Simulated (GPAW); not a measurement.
Consider FeNi (Cmmm).

```xyz
2
Lattice="1.4370 -1.9813 0.0000 1.4370 1.9813 0.0000 0.0000 0.0000 3.9493" Properties=species:S:1:pos:R:3 pbc="T T T"
Ni    1.4370    0.0000    1.9746
Fe    0.0000    0.0000    0.0000
```

Absorber: atom 2, with 4 Ni at 2.44 Å, 4 Fe at 2.45 Å, 4 Ni at 2.80 Å and 2 Fe at 2.87 Å (cube and octahedron, as in bcc, site symmetry mmm). Method: GPAW, LDA, excited-electron core hole (neutral cell), 16-atom cell with 6.1 Å between holes, 4×3×3 k points, dipole transitions, Gaussian full width 1.25 eV up to 4 eV, rising linearly to 3.5 eV at 25 eV.

Predict the near-edge structure at the Fe K edge.

Main maxima up to 30 eV above the zero (height): 3.5 eV (0.59), 12.5 eV (1.36) and 20.1 eV (1.73). A K edge sees empty p states. The weak features of the first eV are p character mixed into the empty d bands; the main 4p edge lies above them. The total-energy difference is 7091.36 eV. The tabulated edge of the element is 7112 eV. The functional leaves an error in such absolute values: in the free atom LDA prices this hole 16.1 eV below PBE (computed apart), and PBE is itself good to a few eV.

The Fe K spectrum (energy from the lowest empty level; intensity scaled to a mean of 1 over the first 20 eV; polarised curves are means over the symmetry-equivalent atoms):

```csv
E (eV),isotropic,ε ∥ x,ε ∥ y,ε ∥ z
-2.0,0.00,0.00,0.00,0.00
-1.4,0.00,0.00,0.00,0.00
-0.8,0.03,0.02,0.04,0.03
-0.2,0.17,0.14,0.20,0.17
0.4,0.36,0.33,0.43,0.31
1.0,0.45,0.45,0.55,0.35
1.6,0.51,0.51,0.60,0.42
2.2,0.54,0.53,0.56,0.52
2.8,0.57,0.55,0.53,0.62
3.4,0.59,0.57,0.55,0.67
4.0,0.58,0.58,0.53,0.64
4.6,0.54,0.52,0.55,0.57
5.2,0.47,0.42,0.52,0.46
5.8,0.42,0.41,0.44,0.42
6.4,0.47,0.47,0.43,0.51
7.0,0.56,0.55,0.50,0.63
7.6,0.65,0.68,0.60,0.68
8.2,0.78,0.86,0.75,0.75
8.8,0.95,1.03,0.93,0.89
9.4,1.07,1.09,1.09,1.04
10.0,1.14,1.06,1.19,1.16
10.6,1.20,1.10,1.24,1.25
11.2,1.27,1.24,1.27,1.30
11.8,1.33,1.39,1.29,1.32
12.4,1.36,1.42,1.33,1.33
13.0,1.34,1.32,1.39,1.32
13.6,1.28,1.17,1.40,1.27
14.2,1.22,1.10,1.35,1.22
14.8,1.21,1.15,1.28,1.20
15.4,1.25,1.29,1.24,1.23
16.0,1.34,1.45,1.26,1.31
16.6,1.44,1.56,1.33,1.43
17.2,1.52,1.62,1.43,1.52
17.8,1.58,1.63,1.53,1.58
18.4,1.62,1.63,1.62,1.61
19.0,1.67,1.63,1.71,1.67
19.6,1.71,1.64,1.75,1.74
20.2,1.72,1.64,1.74,1.80
20.8,1.68,1.60,1.65,1.79
21.4,1.57,1.51,1.53,1.68
22.0,1.42,1.38,1.39,1.50
22.6,1.27,1.23,1.27,1.29
23.2,1.14,1.11,1.18,1.12
23.8,1.05,1.04,1.10,1.01
24.4,1.00,1.00,1.05,0.97
25.0,0.99,0.99,1.01,0.98
25.6,1.00,0.99,0.99,1.02
26.2,1.03,1.02,0.99,1.09
26.8,1.09,1.08,1.02,1.15
27.4,1.15,1.17,1.08,1.20
28.0,1.21,1.26,1.14,1.23
28.6,1.26,1.33,1.20,1.25
29.2,1.29,1.37,1.25,1.26
29.8,1.31,1.37,1.27,1.28
30.4,1.31,1.34,1.28,1.30
31.0,1.29,1.30,1.28,1.31
31.6,1.26,1.25,1.25,1.29
```

The hole lies in one spin channel, while the script sums the empty states of both and takes the lower zero; where the two channels are split, this blurs and shifts the curve. Quadrupole 1s→3d transitions, which feed the pre-edge, are not in the dipole spectrum. The spins start ferromagnetically in a simple order, which needn't be the measured one; gap and edge can depend on it. The holes are only 6.1 Å apart, so the shape is probably not converged with cell size; no larger cell was run here. The mesh is coarse (0.39 Å⁻¹ between points), so small maxima may be mesh ripples. Lifetime broadening is put in by hand, and intensities beyond about 20 eV depend on it and on the partial waves. The structure is a computed Materials Project entry and may be a hypothetical form.

[Banner, clock and machine lines of the logs are left out without a mark of their own.]

[Logs are printed without paths, hosts, clocks, repeated set-up lines and the standing remarks that a program may print on its own settings, such as how far it seeks lower states.]

[Hosts, paths, dates, database ids (printed as entryN), source tags and the programs' standing remarks are cut or masked in the printed files.]

[Lists of maxima count a maximum above −3 eV only where it reaches 4 % of the highest in the window and stands out from its surroundings by 2 % of it (1.5 % where it reaches 55 %); shoulders and weaker maxima are passed over, and of the rest the first, up to two pre-edge ones and the few strongest are named.]
